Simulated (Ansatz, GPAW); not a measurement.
# Optical response of WS3 (model structure), part 2 of 2

Aim: the dielectric function of WS3 (model structure), and the optical constants that follow from it. The structure is a model built here, which may or may not match a known phase. It was built so: All O replaced by S in the Pm-3m structure of WO3. The cell is first relaxed with Ansatz.

GPAW 26.7.0; DFT, LDA, plane-wave PAW (GPAW data sets), scalar-relativistic, RPA, optical limit.

So far: Set-up; Relaxation.

## (3) Ground state

The self-consistent density comes first; it also tells whether there is a gap, which decides the occupations and the need for a Drude term.

This step: DFT, LDA, plane-wave PAW (GPAW data sets), scalar-relativistic, ground state (GPAW 26.7.0).

Input file gs.py:

```python
from ase import Atoms
from ase.dft.bandgap import bandgap
from gpaw import GPAW, PW, FermiDirac

atoms = Atoms(['W', 'S', 'S', 'S'],
              cell=[[4.61510346, 0.00000000, 0.00000000],
                    [0.00000000, 4.61510346, 0.00000000],
                    [0.00000000, 0.00000000, 4.61510346]],
              scaled_positions=[[1.00000000, 0.00000000, 1.00000000],
                                [0.50000000, 0.00000000, 1.00000000],
                                [0.00000000, 0.50000000, 0.00000000],
                                [1.00000000, 0.00000000, 0.50000000]],
              pbc=[True, True, True])
atoms.calc = GPAW(mode=PW(450), xc='LDA', kpts={'size': (5, 5, 5), 'gamma': True},
                  occupations=FermiDirac(0.05), maxiter=150, txt='gs.txt')
print('energy (eV)', atoms.get_potential_energy())
print('Fermi level (eV)', atoms.calc.get_fermi_level())
print('valence electrons', atoms.calc.get_number_of_electrons())
print('gap (eV)', bandgap(atoms.calc, output=None)[0])
print('direct gap (eV)', bandgap(atoms.calc, direct=True, output=None)[0])
atoms.calc.write('gs.gpw')
```

The run is started by

```sh
OMP_NUM_THREADS=1 python gs.py
```

Numbers of over 12 decimals in the logs are rounded to 6 here.

Log:

```text
__  _  _
 | _ |_)|_||  |
 |__||  | ||/\| - 26.7.0

Versions:
  Python: 3.12.14
  ASE:    3.29.0
  Numpy:  2.5.5
  Scipy:  1.18.1
  Libxc:  7.0.0

Input parameters:
  mode=PW(ecut=450.000000),
  kpts=MonkhorstPack(size=(5, 5, 5), gamma=True),
  maxiter=150,
  occupations=Occupations(name='fermi-dirac', width=0.05, fixmagmom=False),
  xc=XC(name='LDA')

Diagonalizing LCAO Hamiltonian
Converting LCAO to pw mode
    .----------.
   /|          |
  / |          |
 *  |          |
 |  |          |
 |  |          |
 S  .----------.
 | S          /
 |/          /
 W-----S----*

Atoms  # Å, Bohr magnetons
|   | symbol |        x |        y |        z |    initial magnetic moments |
| 0 |      W | 4.615103 | 0.000000 | 4.615103 | ( 0.0000,  0.0000,  0.0000) |
| 1 |      S | 2.307552 | 0.000000 | 4.615103 | ( 0.0000,  0.0000,  0.0000) |
| 2 |      S | 0.000000 | 2.307552 | 0.000000 | ( 0.0000,  0.0000,  0.0000) |
| 3 |      S | 4.615103 | 0.000000 | 2.307552 | ( 0.0000,  0.0000,  0.0000) |

Unit cell  # Å
| periodic |        x |        y |        z |  lengths |    angles |
|      yes | 4.615103 | 0.000000 | 0.000000 | 4.615103 | 90.000000 |
|      yes | 0.000000 | 4.615103 | 0.000000 | 4.615103 | 90.000000 |
|      yes | 0.000000 | 0.000000 | 4.615103 | 4.615103 | 90.000000 |

Number of symmetries: 48
Symmetry operations  # r_c * U_cc + t_c -> r_c
|    | kind |            matrix            |
|  0 |  E   |  1, 0, 0,  0, 1, 0,  0, 0, 1 |
|  1 |  σ   |  1, 0, 0,  0, 1, 0,  0, 0,-1 |
|  2 |  σ   |  1, 0, 0,  0, 0, 1,  0, 1, 0 |
|  3 |  C4  |  1, 0, 0,  0, 0, 1,  0,-1, 0 |
|  4 |  C4  |  1, 0, 0,  0, 0,-1,  0, 1, 0 |
|  5 |  σ   |  1, 0, 0,  0, 0,-1,  0,-1, 0 |
|  6 |  σ   |  1, 0, 0,  0,-1, 0,  0, 0, 1 |
|  7 |  C2  |  1, 0, 0,  0,-1, 0,  0, 0,-1 |
|  8 |  σ   |  0, 1, 0,  1, 0, 0,  0, 0, 1 |
|  9 |  C2  |  0, 1, 0,  1, 0, 0,  0, 0,-1 |
| 10 |  C3  |  0, 1, 0,  0, 0, 1,  1, 0, 0 |
| 11 |  S6  |  0, 1, 0,  0, 0, 1, -1, 0, 0 |
| 12 |  S6  |  0, 1, 0,  0, 0,-1,  1, 0, 0 |
| 13 |  C3  |  0, 1, 0,  0, 0,-1, -1, 0, 0 |
| 14 |  C4  |  0, 1, 0, -1, 0, 0,  0, 0, 1 |
| 15 |  S4  |  0, 1, 0, -1, 0, 0,  0, 0,-1 |
| 16 |  C3  |  0, 0, 1,  1, 0, 0,  0, 1, 0 |
| 17 |  S6  |  0, 0, 1,  1, 0, 0,  0,-1, 0 |
| 18 |  σ   |  0, 0, 1,  0, 1, 0,  1, 0, 0 |
| 19 |  C4  |  0, 0, 1,  0, 1, 0, -1, 0, 0 |
| 20 |  C2  |  0, 0, 1,  0,-1, 0,  1, 0, 0 |
| 21 |  S4  |  0, 0, 1,  0,-1, 0, -1, 0, 0 |
| 22 |  S6  |  0, 0, 1, -1, 0, 0,  0, 1, 0 |
| 23 |  C3  |  0, 0, 1, -1, 0, 0,  0,-1, 0 |
| 24 |  S6  |  0, 0,-1,  1, 0, 0,  0, 1, 0 |
| 25 |  C3  |  0, 0,-1,  1, 0, 0,  0,-1, 0 |
| 26 |  C4  |  0, 0,-1,  0, 1, 0,  1, 0, 0 |
| 27 |  σ   |  0, 0,-1,  0, 1, 0, -1, 0, 0 |
| 28 |  S4  |  0, 0,-1,  0,-1, 0,  1, 0, 0 |
| 29 |  C2  |  0, 0,-1,  0,-1, 0, -1, 0, 0 |
| 30 |  C3  |  0, 0,-1, -1, 0, 0,  0, 1, 0 |
| 31 |  S6  |  0, 0,-1, -1, 0, 0,  0,-1, 0 |
| 32 |  C4  |  0,-1, 0,  1, 0, 0,  0, 0, 1 |
| 33 |  S4  |  0,-1, 0,  1, 0, 0,  0, 0,-1 |
| 34 |  S6  |  0,-1, 0,  0, 0, 1,  1, 0, 0 |
| 35 |  C3  |  0,-1, 0,  0, 0, 1, -1, 0, 0 |
| 36 |  C3  |  0,-1, 0,  0, 0,-1,  1, 0, 0 |
| 37 |  S6  |  0,-1, 0,  0, 0,-1, -1, 0, 0 |
| 38 |  σ   |  0,-1, 0, -1, 0, 0,  0, 0, 1 |
| 39 |  C2  |  0,-1, 0, -1, 0, 0,  0, 0,-1 |
| 40 |  σ   | -1, 0, 0,  0, 1, 0,  0, 0, 1 |
| 41 |  C2  | -1, 0, 0,  0, 1, 0,  0, 0,-1 |
| 42 |  C2  | -1, 0, 0,  0, 0, 1,  0, 1, 0 |
| 43 |  S4  | -1, 0, 0,  0, 0, 1,  0,-1, 0 |
| 44 |  S4  | -1, 0, 0,  0, 0,-1,  0, 1, 0 |
| 45 |  C2  | -1, 0, 0,  0, 0,-1,  0,-1, 0 |
| 46 |  C2  | -1, 0, 0,  0,-1, 0,  0, 0, 1 |
| 47 |  i   | -1, 0, 0,  0,-1, 0,  0, 0,-1 |

BZ-sampling:
  Number of BZ points: 125
  Number of IBZ points: 10

  Monkhorst-Pack size: [5, 5, 5]
  Monkhorst-Pack shift: [0, 0, 0]

K-points  # in reciprocal-cell coordinates
|   |                                coordinates |     weight |
| 0 | (  0.00000000,   0.00000000,   0.00000000) | 0.00800000 |
| 1 | (  0.20000000,   0.00000000,   0.00000000) | 0.04800000 |
| 2 | (  0.20000000,   0.20000000,   0.00000000) | 0.09600000 |
| 3 | (  0.20000000,   0.20000000,   0.20000000) | 0.06400000 |
| 4 | (  0.40000000,   0.00000000,   0.00000000) | 0.04800000 |
| 5 | (  0.40000000,   0.20000000,   0.00000000) | 0.19200000 |
| 6 | (  0.40000000,   0.20000000,   0.20000000) | 0.19200000 |
| 7 | (  0.40000000,   0.40000000,   0.00000000) | 0.09600000 |
| 8 | (  0.40000000,   0.40000000,   0.20000000) | 0.19200000 |
| 9 | (  0.40000000,   0.40000000,   0.40000000) | 0.06400000 |

Plane wave coefficients: 2158
Cutoff: 450.000000 eV

Spin-components: 1 (collinear spins)
Bands:           24
Projectors:      21
Spin-degeneracy: 2
Datatype:        complex128

Parallelization:
  kpt:    1
  domain: 1
  band:   1

Density:
  Valence electrons: 32.0
  Components: 1
  Grid points: [24 24 24]
  Charge: 0.0  # |e|

Potential:
  Grid points: [24 24 24]

species:
  W:
    name:    Tungsten
    id:
    Z:       74.0
    valence: 14
    core:    60
    charge:  0.0  # [|e|]
    compensation charges:
      type: gauss
      rc: 0.40  # [Å]
      lmax: 2
    cutoffs:
      filter: 2.36  # [Å]
      core: 3.02  # [Å]
    projectors
    | kind |    occ | energy [eV] | rcut [Å] |
    |   5s |  2.000 |     -79.053 |    1.344 |
    |   6s |  2.000 |      -5.886 |    1.344 |
    |   5p |  6.000 |     -43.417 |    1.355 |
    |   6p |  0.000 |      -1.469 |    1.355 |
    |   5d |  4.000 |      -4.693 |    1.228 |
    |    d |        |      22.518 |    1.228 |

    Using partial waves for W as LCAO basis

  S:
    name:    Sulfur
    id:
    Z:       16.0
    valence: 6
    core:    10
    charge:  0.0  # [|e|]
    compensation charges:
      type: gauss
      rc: 0.24  # [Å]
      lmax: 2
    cutoffs:
      filter: 1.77  # [Å]
      core: 1.66  # [Å]
    projectors
    | kind |    occ | energy [eV] | rcut [Å] |
    |   3s |  2.000 |     -17.278 |    0.974 |
    |   3p |  4.000 |      -7.106 |    0.979 |
    |    s |        |       9.933 |    0.974 |
    |    p |        |      20.105 |    0.979 |
    |    d |        |       0.000 |    0.900 |

    Using partial waves for S as LCAO basis

Reference energy: -470989.858044  # eV

eigensolver:
  PPCG
  Converge bands: occupied
  niter=2

density mixing:
  MSR1-Mixer
  Pratt-step length: 0.05
  Maximum mixing coefficient: 0.75
  Old densities: 10
  SVD Regularization: 0.005
  Good broyden scale: 1.0
  Trust region scale: 1.0
  Backstep threshold: 4.0
  History deletion threshold: 6.0
  Fourier metric: weight=20.0, sigma=0.015

occupation numbers:
  Fermi-Dirac:
    width: 0.0500  # eV

poisson solver:
  ecut: 3600.000000  # eV

xc functional:
  name: None

convergence criteria:
- Maximum [total energy] change in last 3 cyles: 0.0005 eV / valence electron
- Maximum integral of absolute [dens]ity change: 0.0001 electrons / valence electron
- Maximum integral of absolute [eigenst]ate change: 4e-08 eV^2 / valence electron
maximum number of iterations: 150

SCF iterations
|iter     |      energy | eigst |  dens |
|iter:   1||  -27.688901 | +0.04 |       |
|iter:   2||  -27.442827 | -1.59 | -1.11 |
|iter:   3||  -26.879924 | -1.40 | -1.18 |
|iter:   4||  -26.868790 | -2.57 | -1.60 |
|iter:   5||  -26.836057 | -2.59 | -1.77 |
|iter:   6||  -26.838383 | -3.75 | -2.46 |
|iter:   7||  -26.836978c| -4.59 | -2.74 |
|iter:   8||  -26.837008c| -6.21 | -4.09c|
|iter:   9||  -26.837006c| -7.33 | -4.59c|
|iter:  10||  -26.837008c| -7.88c| -5.34c|

Converged in 10 steps
SCF loop duration: 6.791 s (0.679 s/step)
Energy contributions relative to reference atoms: (reference = -470989.858044)

Energy contributions:
  Kinetic:          21.748012
  Coulomb:         -23.332718
  Zero:              0.022121
  External:          0.000000
  Xc:              -25.254166
  Entropy:          -0.040516
  Spinorbit:         0.000000
  ----------------------------
  Free energy:     -26.857266
  Extrapolated:    -26.837008

dipole moment: (-46.810353, -46.810353, -46.810353)  # |e|*Ang

Fermi level: 4.107
Eigenvalues  # (at kpt = [0.000, 0.000, 0.000])
| band index |      eig [eV] | occ [0-2] |
|          0 |       -71.125 |     2.000 |
|        ... |               |           |
|         11 |         2.124 |     2.000 |
|         12 |         2.124 |     2.000 |
|         13 |         2.753 |     2.000 |
|         14 |         2.753 |     2.000 |
|         15 |         2.753 |     2.000 |
|         16 |         3.381 |     2.000 |
|         17 |         3.381 |     2.000 |
|         18 |         3.381 |     2.000 |
|         19 |         4.991 |     0.000 |
|         20 |         4.991 |     0.000 |
|         21 |         7.328 |     0.000 |
|         22 |         9.890 |     0.000 |
|         23 |        11.060 |     0.000 |

No gap
No difference between direct/indirect transitions

--- standard output ---
energy (eV) -26.837008
Fermi level (eV) 4.107133
valence electrons 32.0
gap (eV) 0.0
direct gap (eV) 0.0
```

The job ended after 8.1 s (1 thread of Arm Neoverse V2, shared host; peak memory 0.15 GiB).

Read-outs, printed or worked out from the files:

```
energy       : -26.84 eV
Fermi energy : 4.107 eV
electrons    : 32
```

There are states at the Fermi level within the smearing, so the occupations stay smeared and the carriers get a Drude term.

## (4) Bands for the response

The response needs many more empty bands than the density does.

This step: DFT, LDA, plane-wave PAW (GPAW data sets), scalar-relativistic, bands at fixed density (GPAW 26.7.0).

Input file nscf.py:

```python
from ase.dft.bandgap import bandgap
from gpaw import GPAW, FermiDirac

calc = GPAW('gs.gpw').fixed_density(kpts={'size': (8, 8, 8), 'gamma': True}, nbands=69, convergence={'bands': 63},
                                    occupations=FermiDirac(0.05), txt='nscf.txt')
print('gap (eV)', bandgap(calc, output=None)[0])
print('direct gap (eV)', bandgap(calc, direct=True, output=None)[0])
print('top band over the Fermi level (eV)', min(calc.get_eigenvalues(kpt=k)[62] for k in range(len(calc.get_ibz_k_points()))) - calc.get_fermi_level())
calc.write('full.gpw', mode='all')
```

The run is started by

```sh
OMP_NUM_THREADS=1 python nscf.py
```

Log:

```text
Diagonalizing LCAO Hamiltonian
Converting LCAO to pw mode
convergence criteria:
- Maximum integral of absolute [eigenst]ate change: 4e-08 eV^2 / valence electron
maximum number of iterations: 150

SCF iterations
|iter     |      energy | eigst |  dens |
|iter:   1||             | +3.54 |       |
|iter:   2||             | +2.34 |       |
|iter:   3||             | +1.16 |       |
|iter:   4||             | +0.05 |       |
|iter:   5||             | -0.78 |       |
|iter:   6||             | -1.51 |       |
|iter:   7||             | -2.20 |       |
|iter:   8||             | -2.88 |       |
|iter:   9||             | -3.50 |       |
|iter:  10||             | -4.15 |       |
|iter:  11||             | -4.75 |       |
|iter:  12||             | -5.35 |       |
|iter:  13||             | -5.90 |       |
|iter:  14||             | -6.30 |       |
|iter:  15||             | -6.59 |       |
|iter:  16||             | -6.86 |       |
|iter:  17||             | -7.15 |       |
|iter:  18||             | -7.39 |       |
|iter:  19||             | -7.67c|       |
SCF steps: 19
  __  _  _
 | _ |_)|_||  |
 |__||  | ||/\| - 26.7.0

Versions:
  Python: 3.12.14
  ASE:    3.29.0
  Numpy:  2.5.5
  Scipy:  1.18.1
  Libxc:  7.0.0

Input parameters:
  mode=PW(ecut=450.000000),
  convergence={'bands': 63},
  gpts=array([24, 24, 24]),
  kpts=MonkhorstPack(size=(8, 8, 8), gamma=True),
  maxiter=150,
  nbands=69,
  occupations=Occupations(name='fermi-dirac', width=0.05, fixmagmom=False),
  parallel={},
  xc=XC(name='LDA')

--- standard output ---
gap (eV) 0.0
direct gap (eV) 0.0
top band over the Fermi level (eV) 28.479856
```

The job ended after 2 min (1 thread; peak memory 0.26 GiB).

## (5) Dielectric function, RPA

Transitions between filled and empty bands, summed over the zone, give the optical response, so mesh, band count and broadening shape it.

The induced potential is part of this response.

This step: DFT, LDA, plane-wave PAW (GPAW data sets), scalar-relativistic, RPA, optical limit (GPAW 26.7.0).

Input file df.py:

```python
from gpaw.response.df import DielectricFunction

df = DielectricFunction('full.gpw', frequencies={'type': 'nonlinear', 'domega0': 0.03, 'omega2': 8},
                        ecut=80,
                        eta=0.15,
                        nbands=63,
                        rate=0.05,
                        txt='df.txt')
for direction in ['x']:
    df.get_dielectric_function(xc='RPA', direction=direction, filename=f'df_{direction}.csv')
```

The run is started by

```sh
OMP_NUM_THREADS=1 python df.py
```

Log:

```text
Using integrator: PointIntegrator
NonLinearFrequencyDescriptor(from 0.000 to 107.836 eV, 547 points)
Nonperiodic BCs:  [False False False]
Using integrator: PointIntegrator
NonLinearFrequencyDescriptor(from 0.000 to 107.836 eV, 547 points)
Nonperiodic BCs:  [False False False]
Using integrator: PointIntegrator

Calculating chi0 body with:
    Ground state adapter containing:
    Number of spins: 1
    Number of kpoints: 512
    Number of irreducible kpoints: 35
    Number of completely occupied states: 13
    Number of partially occupied states: 19

    Linear response parametrization:
    q_c: [0.0, 0.0, 0.0]
    Number of frequency points: 547
    Planewave cutoff: 80.0
    Number of bands: 63
    Number of planewaves: 171
    Broadening (eta): 0.15

Integrating chi0 body.

Symmetries of q_c:
    Direct symmetries (Uq -> q): 48
    Indirect symmetries (TUq -> q): 0
In total 48 allowed symmetries.

35 groups of equivalent kpoints. 93.1640625% reduction.

Integral kind: spectral function

Calculating chi0 optical extensions with:
    Ground state adapter containing:
    Number of spins: 1
    Number of kpoints: 512
    Number of irreducible kpoints: 35
    Number of completely occupied states: 13
    Number of partially occupied states: 19

    Linear response parametrization:
    Number of frequency points: 547
    Planewave cutoff: 80.0
    Number of bands: 63
    Number of planewaves: 171
    Broadening (eta): 0.15
Integrating chi0 head and wings.

Symmetries of q_c:
    Direct symmetries (Uq -> q): 48
    Indirect symmetries (TUq -> q): 0
In total 48 allowed symmetries.

35 groups of equivalent kpoints. 93.1640625% reduction.

Integral kind: spectral function wings

Calculating drude chi0 with:
    Number of frequency points:547
    Plasma frequency decay rate: 0.05 eV

    Ground state adapter containing:
    Number of spins: 1
    Number of kpoints: 512
    Number of irreducible kpoints: 35
    Number of completely occupied states: 13
    Number of partially occupied states: 19

Symmetries of q_c:
    Direct symmetries (Uq -> q): 48
    Indirect symmetries (TUq -> q): 0
In total 48 allowed symmetries.

35 groups of equivalent kpoints. 93.1640625% reduction.

Integral kind: intraband
Plasma frequency:
[[2.95+0.j 0.  -0.j 0.  +0.j]
 [0.  +0.j 2.95+0.j 0.  +0.j]
 [0.  +0.j 0.  +0.j 2.95+0.j]]
```

The job ended after 26 s (1 thread; peak memory 0.96 GiB).

Sum at mesh points, not converged in k. Table of Im ε, E ∥ x by photon energy; read off at these points:

| photon energy (eV) | Im ε, E ∥ x |
| --- | --- |
| 0.50 | 11.0 |
| 1.00 | 4.86 |
| 1.50 | 23.1 |
| 1.77 | 28.2 |
| 2.00 | 19.9 |
| 2.50 | 5.10 |
| 3.00 | 2.61 |
| 3.50 | 3.50 |
| 4.00 | 2.96 |
| 4.50 | 4.25 |
| 4.84 | 4.67 |
| 5.00 | 4.24 |
| 5.50 | 3.81 |
| 6.00 | 3.11 |
| 6.50 | 3.71 |
| 7.00 | 3.40 |
| 7.50 | 2.83 |
| 8.00 | 2.57 |
| 8.50 | 2.57 |
| 9.00 | 2.00 |
| 9.50 | 3.00 |
| 10.00 | 2.26 |
| 10.50 | 2.31 |
| 11.00 | 1.77 |
| 11.50 | 1.32 |
| 12.00 | 1.06 |
| 12.50 | 1.26 |
| 13.00 | 1.12 |
| 13.50 | 1.06 |
| 14.00 | 1.01 |
| 14.50 | 1.14 |

Values under 1 per cm are given as 1; sum at mesh points, not converged in k. Absorption coefficient, E ∥ x against photon energy:

| photon energy (eV) | absorption coefficient, E ∥ x (1/cm) |
| --- | --- |
| 0.492 | 2.5e5 |
| 1.010 | 80520 |
| 1.486 | 3.5e5 |
| 1.985 | 8.0e5 |
| 2.508 | 6.5e5 |
| 3.018 | 4.1e5 |
| 3.510 | 3.8e5 |
| 3.980 | 4.0e5 |
| 4.516 | 5.5e5 |
| 4.981 | 6.5e5 |
| 5.515 | 6.5e5 |
| 6.021 | 6.6e5 |
| 6.494 | 7.3e5 |
| 6.985 | 8.8e5 |
| 7.496 | 7.8e5 |
| 8.026 | 9.0e5 |
| 8.516 | 9.1e5 |
| 9.023 | 8.0e5 |
| 9.483 | 1.0e6 |
| 10.026 | 1.1e6 |
| 10.519 | 1.2e6 |
| 11.029 | 1.2e6 |
| 11.479 | 1.1e6 |
| 12.023 | 8.4e5 |
| 12.504 | 9.1e5 |
| 13.000 | 8.7e5 |
| 13.512 | 8.9e5 |
| 14.040 | 8.1e5 |
| 14.493 | 9.1e5 |

The loss function −Im 1/ε at q → 0, E ∥ x has structure finer than the step of the table below, so its rows give means over 0.5 eV, whole bins alone (the curve runs from 0.305 to 15.0 eV). Peaks (eV: height): 0.78: 0.174, 3.14: 0.413, 8.83: 0.473, 12.02: 0.946, 13.60: 0.943.

Sum at mesh points, not converged in k. The loss function −Im 1/ε at q → 0, E ∥ x by energy loss; means over each step:

| energy loss (eV) | loss function −Im 1/ε at q → 0, E ∥ x |
| --- | --- |
| 1.0 | 0.0737 |
| 1.5 | 0.0288 |
| 2.0 | 0.0423 |
| 2.5 | 0.0951 |
| 3.0 | 0.316 |
| 3.5 | 0.259 |
| 4.0 | 0.259 |
| 4.5 | 0.195 |
| 5.0 | 0.217 |
| 5.5 | 0.241 |
| 6.0 | 0.302 |
| 6.5 | 0.250 |
| 7.0 | 0.286 |
| 7.5 | 0.336 |
| 8.0 | 0.383 |
| 8.5 | 0.393 |
| 9.0 | 0.449 |
| 9.5 | 0.330 |
| 10.0 | 0.418 |
| 10.5 | 0.432 |
| 11.0 | 0.542 |
| 11.5 | 0.718 |
| 12.0 | 0.894 |
| 12.5 | 0.790 |
| 13.0 | 0.841 |
| 13.5 | 0.890 |
| 14.0 | 0.835 |
| 14.5 | 0.772 |

Sum at mesh points, not converged in k. The Im ε, E ∥ x by photon energy; read off at these points:

| photon energy (eV) | without local fields | with local fields |
| --- | --- | --- |
| 0.50 | 11.1 | 11.0 |
| 1.00 | 5.12 | 4.86 |
| 1.50 | 25.5 | 23.1 |
| 1.73 | 30.1 | 28.1 |
| 1.77 | 29.9 | 28.2 |
| 2.00 | 19.7 | 19.9 |
| 2.50 | 4.94 | 5.10 |
| 3.00 | 2.59 | 2.61 |
| 3.50 | 3.55 | 3.50 |
| 4.00 | 2.98 | 2.96 |
| 4.50 | 4.38 | 4.25 |
| 4.79 | 4.72 | 4.63 |
| 5.00 | 4.20 | 4.24 |
| 5.50 | 3.75 | 3.81 |
| 6.00 | 3.08 | 3.11 |
| 6.50 | 3.76 | 3.71 |
| 7.00 | 3.15 | 3.40 |
| 7.50 | 3.06 | 2.83 |
| 8.00 | 2.81 | 2.57 |
| 8.50 | 3.28 | 2.57 |
| 9.00 | 2.74 | 2.00 |
| 9.50 | 4.22 | 3.00 |
| 10.00 | 3.28 | 2.26 |
| 10.50 | 3.20 | 2.31 |
| 11.00 | 2.69 | 1.77 |
| 11.50 | 1.84 | 1.32 |
| 12.00 | 1.61 | 1.06 |
| 12.50 | 2.18 | 1.26 |
| 13.00 | 2.15 | 1.12 |
| 13.50 | 2.16 | 1.06 |
| 14.00 | 2.77 | 1.01 |
| 14.50 | 2.22 | 1.14 |

Sum at mesh points, not converged in k. Table of reflectivity at normal incidence, E ∥ x by photon energy; read off at these points:

| photon energy (eV) | reflectivity at normal incidence, E ∥ x (%) |
| --- | --- |
| 0.50 | 83.7 |
| 1.00 | 28.4 |
| 1.50 | 51.3 |
| 2.00 | 63.9 |
| 2.21 | 66.8 |
| 2.50 | 62.9 |
| 3.00 | 33.0 |
| 3.50 | 19.1 |
| 4.00 | 16.8 |
| 4.50 | 22.3 |
| 5.00 | 23.9 |
| 5.50 | 21.1 |
| 5.71 | 25.4 |
| 6.00 | 19.2 |
| 6.50 | 20.3 |
| 7.00 | 23.3 |
| 7.21 | 24.7 |
| 7.50 | 18.0 |
| 7.85 | 23.3 |
| 8.00 | 22.1 |
| 8.50 | 19.0 |
| 9.00 | 15.0 |
| 9.50 | 19.7 |
| 10.00 | 21.6 |
| 10.50 | 23.9 |
| 10.74 | 25.0 |
| 11.00 | 24.5 |
| 11.50 | 23.7 |
| 12.00 | 15.6 |
| 12.50 | 13.0 |
| 13.00 | 11.9 |
| 13.50 | 12.5 |
| 14.00 | 8.88 |
| 14.50 | 9.70 |

Optical constants at common wavelengths, from n + ik = √ε:

| wavelength (nm) | n | k | R (%) | 1/α |
| --- | --- | --- | --- | --- |
| 1064 | 3.87 | 0.876 | 36.8 | 97 nm |
| 800 | 4.65 | 2.722 | 52.7 | 23 nm |
| 633 | 2.76 | 3.963 | 63.0 | 13 nm |
| 532 | 1.23 | 3.046 | 65.4 | 14 nm |
| 365 | 1.53 | 1.002 | 17.4 | 29 nm |
| 308 | 1.53 | 0.958 | 16.4 | 26 nm |
| 193 | 1.64 | 1.020 | 18.1 | 15 nm |

In reflection the computed colour is faintly yellow-green: x = 0.327, y = 0.359, luminous reflectivity 65 %.

## (6) Outcome

In words: At this level (LDA, RPA) WS3 is a metal. The mesh is too coarse to trust the carriers' weight, the reflectivity or the colour to better than tens of per cent. The cell shrank by 17.4 % in volume. In reflection the computed colour is faintly yellow-green: x = 0.327, y = 0.359, luminous reflectivity 65 %. The carriers' damping of 0.05 eV is typed, not computed; it shapes the response at the lowest energies. The run has no spin polarisation; magnetic order or correlation, untested here, could change the spectrum. Spin-orbit coupling is left out although heavy atoms are present. In this version of GPAW the matrix elements of the optical limit are incomplete, which can lower ε − 1 by up to a tenth where first-row anions or d states rule, and shift it by more in d metals. GPAW's carrier term has the form −ωp²/(ω + i·rate)², which damps like twice the rate and fails at low energy, so the curves leave the lowest energies out. The sum runs over mesh points 0.17 Å⁻¹ apart with no interpolation, so peaks are partly noise of the mesh, and the Drude plasma energy, a sum over the Fermi surface, isn't converged.

[Machine, clock and banner lines and Python warnings are left out of the logs.]

[Logs are printed without paths, hosts, clocks, repeated set-up lines and the standing remarks that a program may print on its own settings, such as how far it seeks lower states.]

[Hosts, paths, dates, database ids (printed as entryN), source tags and the programs' standing remarks are cut or masked in the printed files.]
